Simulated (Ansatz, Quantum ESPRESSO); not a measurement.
**LaHg (Pm-3m): zone-centre phonons**

Aim: the zone-centre modes of LaHg (Pm-3m).

Main program and level: Quantum ESPRESSO 7.5; DFT LDA, scalar-relativistic, plane waves, JTH PAW pseudopotentials.

### Step 1. Starting point

It takes space group Pm-3m (No. 221, cubic). Conventional cell: a = 3.864 Å, b = 3.864 Å, c = 3.864 Å, α = 90.00°, β = 90.00°, γ = 90.00°. Nearest to La lie 8 Hg at 3.35 Å. Nearest to Hg lie 8 La at 3.35 Å. Farther neighbours are not listed.

Coordinates:

```cif
data_structure
_symmetry_space_group_name_H-M 'Pm-3m'
_symmetry_Int_Tables_number 221
_cell_length_a 3.8640
_cell_length_b 3.8640
_cell_length_c 3.8640
_cell_angle_alpha 90.000
_cell_angle_beta 90.000
_cell_angle_gamma 90.000
_cell_volume 57.69
loop_
_atom_site_label
_atom_site_type_symbol
_atom_site_symmetry_multiplicity
_atom_site_Wyckoff_symbol
_atom_site_fract_x
_atom_site_fract_y
_atom_site_fract_z
_atom_site_occupancy
La1 La 1 b 0.50000 0.50000 0.50000 1
Hg1 Hg 1 a 0.00000 0.00000 0.00000 1
```

### Step 2. A probe with smearing

Before anything dear is run, a loose run with smearing shows whether this is a metal and how far the cell is from rest.

probe.in

```
 &control
    calculation='scf',
    prefix='x',
    outdir='./tmp',
    pseudo_dir='./pseudo',
    tprnfor=.true.,
    tstress=.true.,
    verbosity='high',
 /
 &system
    ibrav=0,
    nat=2,
    ntyp=2,
    ecutwfc=40.0,
    ecutrho=200.0,
    occupations='smearing',
    smearing='gaussian',
    degauss=0.01,
 /
 &electrons
    conv_thr=1.0d-07,
    mixing_beta=0.7,
    electron_maxstep=100,
 /
ATOMIC_SPECIES
 La    138.9055  La.upf
 Hg    200.5920  Hg.upf
CELL_PARAMETERS angstrom
     3.864000000    0.000000000    0.000000000
     0.000000000    3.864000000    0.000000000
     0.000000000    0.000000000    3.864000000
ATOMIC_POSITIONS crystal
 La     0.500000000   0.500000000   0.500000000
 Hg     0.000000000   0.000000000   0.000000000
K_POINTS automatic
 6 6 6 0 0 0
```

Launch:

```sh
$ OMP_NUM_THREADS=1 mpirun -n 4 pw.x -nk 4 -in probe.in > probe.out
```

Output:

```text
[banners, grids, parts of the stress and lines that vanish by symmetry left out]
Program PWSCF v.7.5
     file La.upf: wavefunction(s)  5S 6S 5P 0P 5D 0D 4F 0F renormalized
     file Hg.upf: wavefunction(s)  6S 0S 6P 0P 5D 0D renormalized
[...]
kinetic-energy cutoff     =      40.0000  Ry
     charge density cutoff     =     200.0000  Ry
     scf convergence threshold =      1.0E-07
[...]
Exchange-correlation= SLA PW NOGX NOGC
                           (   1   4   0   0   0   0   0)
[...]
48 Sym. Ops., with inversion, found
[...]
(     0          1          0      )
                  (     0          0          1      )
[...]
(  0.0000000  1.0000000  0.0000000 )
                  (  0.0000000  0.0000000  1.0000000 )
[...]
(     0         -1          0      )
[...]
(     1          0          0      )
[...]
( -1.0000000  0.0000000  0.0000000 )
                  (  0.0000000  1.0000000  0.0000000 )
[...]
number of k points=    20  Gaussian smearing, width (Ry)=  0.0100
[...]
c_bands:  1 eigenvalues not converged
[...]
c_bands:  1 eigenvalues not converged
[...]
End of self-consistent calculation
[...]
the Fermi energy is    12.2177 ev
!    total energy              =   -1229.02304565 Ry
[...]
convergence has been achieved in   8 iterations
[...]
atom    1 type  1   force =     0.00000000    0.00000000    0.00000000
     atom    2 type  2   force =     0.00000000    0.00000000    0.00000000
[...]
Total force =     0.000000     Total SCF correction =     0.000000
[...]
total   stress  (Ry/bohr**3)                   (kbar)     P=      -31.46
[...]
XML data file, charge density, pseudopotentials, collected wavefunctions

   JOB DONE.
```

Run time: 12 s. Hardware: 4 MPI ranks of Arm Neoverse N1, shared host; 47 s of CPU time.

Numbers from this step:

* volume per atom: 28.85 Å³
* pressure: -3.146 GPa
* gap on the k-mesh: 0 eV

No gap opens on this mesh, so smearing is kept; the start stands at -3.1 GPa.

### Step 3. Relaxing the cell and atoms

Frequencies change by per cents with a per cent of volume, so the structure is first brought to rest at this level of theory.

relax.in

```
 &control
    calculation='vc-relax',
    prefix='x',
    outdir='./tmp',
    pseudo_dir='./pseudo',
    tprnfor=.true.,
    tstress=.true.,
    forc_conv_thr=2.0d-05,
    etot_conv_thr=1.0d-07,
    nstep=40,
 /
 &system
    ibrav=0,
    nat=2,
    ntyp=2,
    ecutwfc=40.0,
    ecutrho=200.0,
    occupations='smearing',
    smearing='mv',
    degauss=0.02,
 /
 &electrons
    conv_thr=1.0d-11,
    mixing_beta=0.7,
    electron_maxstep=100,
 /
 &ions
 /
 &cell
    press_conv_thr=0.1,
 /
ATOMIC_SPECIES
 La    138.9055  La.upf
 Hg    200.5920  Hg.upf
CELL_PARAMETERS angstrom
     3.864000000    0.000000000    0.000000000
     0.000000000    3.864000000    0.000000000
     0.000000000    0.000000000    3.864000000
ATOMIC_POSITIONS crystal
 La     0.500000000   0.500000000   0.500000000
 Hg     0.000000000   0.000000000   0.000000000
K_POINTS automatic
 8 8 8 0 0 0
```

Launch:

```sh
$ OMP_NUM_THREADS=1 mpirun -n 4 pw.x -nk 4 -in relax.in > relax.out
```

Output:

```text
[banners, grids, parts of the stress and lines that vanish by symmetry left out]
[banner, memory and clock lines left out]
Program PWSCF v.7.5

[...]
kinetic-energy cutoff     =      40.0000  Ry
     charge density cutoff     =     200.0000  Ry
     scf convergence threshold =      1.0E-11
[...]
energy convergence thresh.=      1.0E-07
     force convergence thresh. =      2.0E-05
     press convergence thresh. =      1.0E-01
     Exchange-correlation= SLA PW NOGX NOGC
                           (   1   4   0   0   0   0   0)
[...]
48 Sym. Ops., with inversion, found
[...]
number of k points=    35  Marzari-Vanderbilt smearing, width (Ry)=  0.0200
[...]
c_bands:  1 eigenvalues not converged
[...]
c_bands:  1 eigenvalues not converged
[...]
End of self-consistent calculation
[...]
the Fermi energy is    12.1987 ev
!    total energy              =   -1229.02193870 Ry
[...]
convergence has been achieved in  15 iterations
[...]
atom    1 type  1   force =     0.00000000    0.00000000    0.00000000
     atom    2 type  2   force =     0.00000000    0.00000000    0.00000000
     Total force =     0.000000     Total SCF correction =     0.000000
[...]
total   stress  (Ry/bohr**3)                   (kbar)     P=      -28.39
[...]
number of bfgs steps    =   0
[...]
CELL_PARAMETERS (angstrom)
[...]
ATOMIC_POSITIONS (crystal)
La               0.5000000000        0.5000000000        0.5000000000
Hg               0.0000000000        0.0000000000        0.0000000000
[...]
New effective cutoffs (rho, wfc):  201.86   40.38
[...]
End of self-consistent calculation
[...]
the Fermi energy is    12.4166 ev
!    total energy              =   -1229.02287507 Ry
[...]
convergence has been achieved in  17 iterations
[...]
atom    1 type  1   force =     0.00000000    0.00000000    0.00000000
     atom    2 type  2   force =     0.00000000    0.00000000    0.00000000
     Total force =     0.000000     Total SCF correction =     0.000000
[...]
total   stress  (Ry/bohr**3)                   (kbar)     P=      -20.63
[...]
number of bfgs steps    =   1
[...]
CELL_PARAMETERS (angstrom)
[...]
ATOMIC_POSITIONS (crystal)
La               0.5000000000        0.5000000000        0.5000000000
Hg               0.0000000000        0.0000000000        0.0000000000
[...]
New effective cutoffs (rho, wfc):  204.83   40.98
[...]
End of self-consistent calculation
[...]
the Fermi energy is    12.7513 ev
!    total energy              =   -1229.02368765 Ry
[...]
convergence has been achieved in  21 iterations
[...]
atom    1 type  1   force =     0.00000000    0.00000000    0.00000000
     atom    2 type  2   force =     0.00000000    0.00000000    0.00000000
     Total force =     0.000000     Total SCF correction =     0.000000
[...]
total   stress  (Ry/bohr**3)                   (kbar)     P=       -7.87
[...]
number of bfgs steps    =   2
[...]
CELL_PARAMETERS (angstrom)
[...]
ATOMIC_POSITIONS (crystal)
[...]
New effective cutoffs (rho, wfc):  206.65   41.34
[...]
End of self-consistent calculation
[...]
the Fermi energy is    12.9576 ev
!    total energy              =   -1229.02381307 Ry
[...]
convergence has been achieved in  26 iterations
[...]
atom    1 type  1   force =     0.00000000    0.00000000    0.00000000
     atom    2 type  2   force =     0.00000000    0.00000000    0.00000000
     Total force =     0.000000     Total SCF correction =     0.000000
[...]
total   stress  (Ry/bohr**3)                   (kbar)     P=        0.52
[...]
number of bfgs steps    =   3
[...]
CELL_PARAMETERS (angstrom)
[...]
ATOMIC_POSITIONS (crystal)
[...]
New effective cutoffs (rho, wfc):  206.54   41.32
[...]
End of self-consistent calculation
[...]
the Fermi energy is    12.9448 ev
!    total energy              =   -1229.02381360 Ry
[...]
convergence has been achieved in  14 iterations
[...]
atom    1 type  1   force =     0.00000000    0.00000000    0.00000000
     atom    2 type  2   force =     0.00000000    0.00000000    0.00000000
     Total force =     0.000000     Total SCF correction =     0.000000
[...]
total   stress  (Ry/bohr**3)                   (kbar)     P=       -0.01
[...]
number of bfgs steps    =   4
[...]
small trust_radius: resetting bfgs history
[...]
CELL_PARAMETERS (angstrom)
[...]
ATOMIC_POSITIONS (crystal)
[...]
New effective cutoffs (rho, wfc):  206.54   41.32
[...]
End of self-consistent calculation
[...]
the Fermi energy is    12.9449 ev
!    total energy              =   -1229.02381360 Ry
[...]
convergence has been achieved in   6 iterations
[...]
atom    1 type  1   force =     0.00000000    0.00000000    0.00000000
     atom    2 type  2   force =     0.00000000    0.00000000    0.00000000
     Total force =     0.000000     Total SCF correction =     0.000000
[...]
total   stress  (Ry/bohr**3)                   (kbar)     P=       -0.01
[...]
bfgs converged in   6 scf cycles and   5 bfgs steps
[...]
End of BFGS Geometry Optimization
     Final enthalpy           =   -1229.0238135958 Ry
     File ./tmp/x.bfgs deleted, as requested
[...]
CELL_PARAMETERS (angstrom)
[...]
ATOMIC_POSITIONS (crystal)
La               0.5000000000        0.5000000000        0.5000000000
Hg               0.0000000000        0.0000000000        0.0000000000
[...]
Final scf calculation at the relaxed structure.
[...]
kinetic-energy cutoff     =      40.0000  Ry
     charge density cutoff     =     200.0000  Ry
     scf convergence threshold =      1.0E-13
[...]
press convergence thresh. =      1.0E-01
     Exchange-correlation= SLA PW NOGX NOGC
                           (   1   4   0   0   0   0   0)
[...]
48 Sym. Ops., with inversion, found
[...]
number of k points=    35  Marzari-Vanderbilt smearing, width (Ry)=  0.0200
[...]
c_bands:  1 eigenvalues not converged
     c_bands:  2 eigenvalues not converged
[...]
End of self-consistent calculation
[...]
the Fermi energy is    12.9451 ev
!    total energy              =   -1229.02371732 Ry
[...]
convergence has been achieved in  23 iterations
[...]
atom    1 type  1   force =     0.00000000    0.00000000    0.00000000
     atom    2 type  2   force =     0.00000000    0.00000000    0.00000000
     Total force =     0.000000     Total SCF correction =     0.000000
[...]
total   stress  (Ry/bohr**3)                   (kbar)     P=        0.02
[...]
XML data file, charge density, pseudopotentials, collected wavefunctions
```

The job ended after 2.6 min (4 MPI ranks).

Step by step:

| step | energy less that of the first step (eV) | largest force (eV/Å) | pressure (GPa) | volume (Å³) |
| --- | --- | --- | --- | --- |
| 1 | 0.0000 | 0.0000 | -2.84 | 57.69 |
| 2 | -0.0127 | 0.0000 | -2.06 | 56.86 |
| 3 | -0.0238 | 0.0000 | -0.79 | 55.63 |
| 4 | -0.0255 | 0.0000 | 0.05 | 54.90 |
| 5 | -0.0255 | 0.0000 | 0.00 | 54.94 |
| 6 | -0.0255 | 0.0000 | 0.00 | 54.94 |
| 7 | -0.0242 | 0.0000 | 0.00 | 54.94 |

```
conventional cell, symmetrised  before  after  change
                         a (Å)   3.864  3.802  -1.6 %
                         b (Å)   3.864  3.802  -1.6 %
                         c (Å)   3.864  3.802  -1.6 %
              volume (Å³/atom)   28.85  27.47  -4.8 %
```

The relaxed structure:

```cif
data_structure
_symmetry_space_group_name_H-M 'P 1'
_symmetry_Int_Tables_number 1
_cell_length_a 3.8016
_cell_length_b 3.8016
_cell_length_c 3.8016
_cell_angle_alpha 90.000
_cell_angle_beta 90.000
_cell_angle_gamma 90.000
_cell_volume 54.94
loop_
_atom_site_label
_atom_site_type_symbol
_atom_site_fract_x
_atom_site_fract_y
_atom_site_fract_z
_atom_site_occupancy
La1 La 0.50000 0.50000 0.50000 1
Hg2 Hg 0.00000 0.00000 0.00000 1
```

The last row of the table of steps is pw.x's closing run on a basis chosen anew for the final cell, so its energy can jump.

Read from the output:

```yaml
volume_per_atom: 27.47 Å³
pressure: 0.002 GPa
```

The volume changes by -4.8 % from the cell with which this run began.

### Step 4. Ground state

Perturbation theory inherits every error of the wavefunctions, so the threshold is set near the limit of the arithmetic. Smearing stays on, as the first look found no gap above 0.3 eV.

scf.in

```
 &control
    calculation='scf',
    prefix='x',
    outdir='./tmp',
    pseudo_dir='./pseudo',
    tprnfor=.true.,
    tstress=.true.,
 /
 &system
    ibrav=0,
    nat=2,
    ntyp=2,
    ecutwfc=40.0,
    ecutrho=200.0,
    occupations='smearing',
    smearing='mv',
    degauss=0.02,
 /
 &electrons
    conv_thr=1.0d-12,
    mixing_beta=0.7,
    electron_maxstep=100,
 /
ATOMIC_SPECIES
 La    138.9055  La.upf
 Hg    200.5920  Hg.upf
CELL_PARAMETERS angstrom
     3.801569880    0.000000000    0.000000000
     0.000000000    3.801569880    0.000000000
     0.000000000    0.000000000    3.801569880
ATOMIC_POSITIONS crystal
 La     0.500000000   0.500000000   0.500000000
 Hg     0.000000000   0.000000000   0.000000000
K_POINTS automatic
 8 8 8 0 0 0
```

Launch:

```sh
$ OMP_NUM_THREADS=1 mpirun -n 4 pw.x -nk 4 -in scf.in > scf.out
```

Output:

```text
[banners, grids, parts of the stress and lines that vanish by symmetry left out]
[banner, memory and clock lines left out]
Program PWSCF v.7.5

[...]
kinetic-energy cutoff     =      40.0000  Ry
     charge density cutoff     =     200.0000  Ry
     scf convergence threshold =      1.0E-12
[...]
Exchange-correlation= SLA PW NOGX NOGC
                           (   1   4   0   0   0   0   0)
[...]
48 Sym. Ops., with inversion, found
[...]
number of k points=    35  Marzari-Vanderbilt smearing, width (Ry)=  0.0200
[...]
c_bands:  1 eigenvalues not converged
     c_bands:  1 eigenvalues not converged
     c_bands:  1 eigenvalues not converged
[...]
End of self-consistent calculation
[...]
the Fermi energy is    12.9451 ev
!    total energy              =   -1229.02371732 Ry
[...]
convergence has been achieved in  12 iterations
[...]
atom    1 type  1   force =     0.00000000    0.00000000    0.00000000
     atom    2 type  2   force =     0.00000000    0.00000000    0.00000000
     Total force =     0.000000     Total SCF correction =     0.000000
[...]
total   stress  (Ry/bohr**3)                   (kbar)     P=        0.02
[...]
XML data file, charge density, pseudopotentials, collected wavefunctions
```

The job ended after 21 s (4 MPI ranks; 82 s of CPU time).

The cell stands at 0.002 GPa, close enough for phonons.

[end of part 1 of 2]

[Host names and launcher messages were left out of these logs when they were recorded.]

[Logs are printed without paths, hosts, clocks, repeated set-up lines and the standing remarks that a program may print on its own settings, such as how far it seeks lower states.]

[Hosts, paths, dates, database ids (printed as entryN), source tags and the programs' standing remarks are cut or masked in the printed files.]
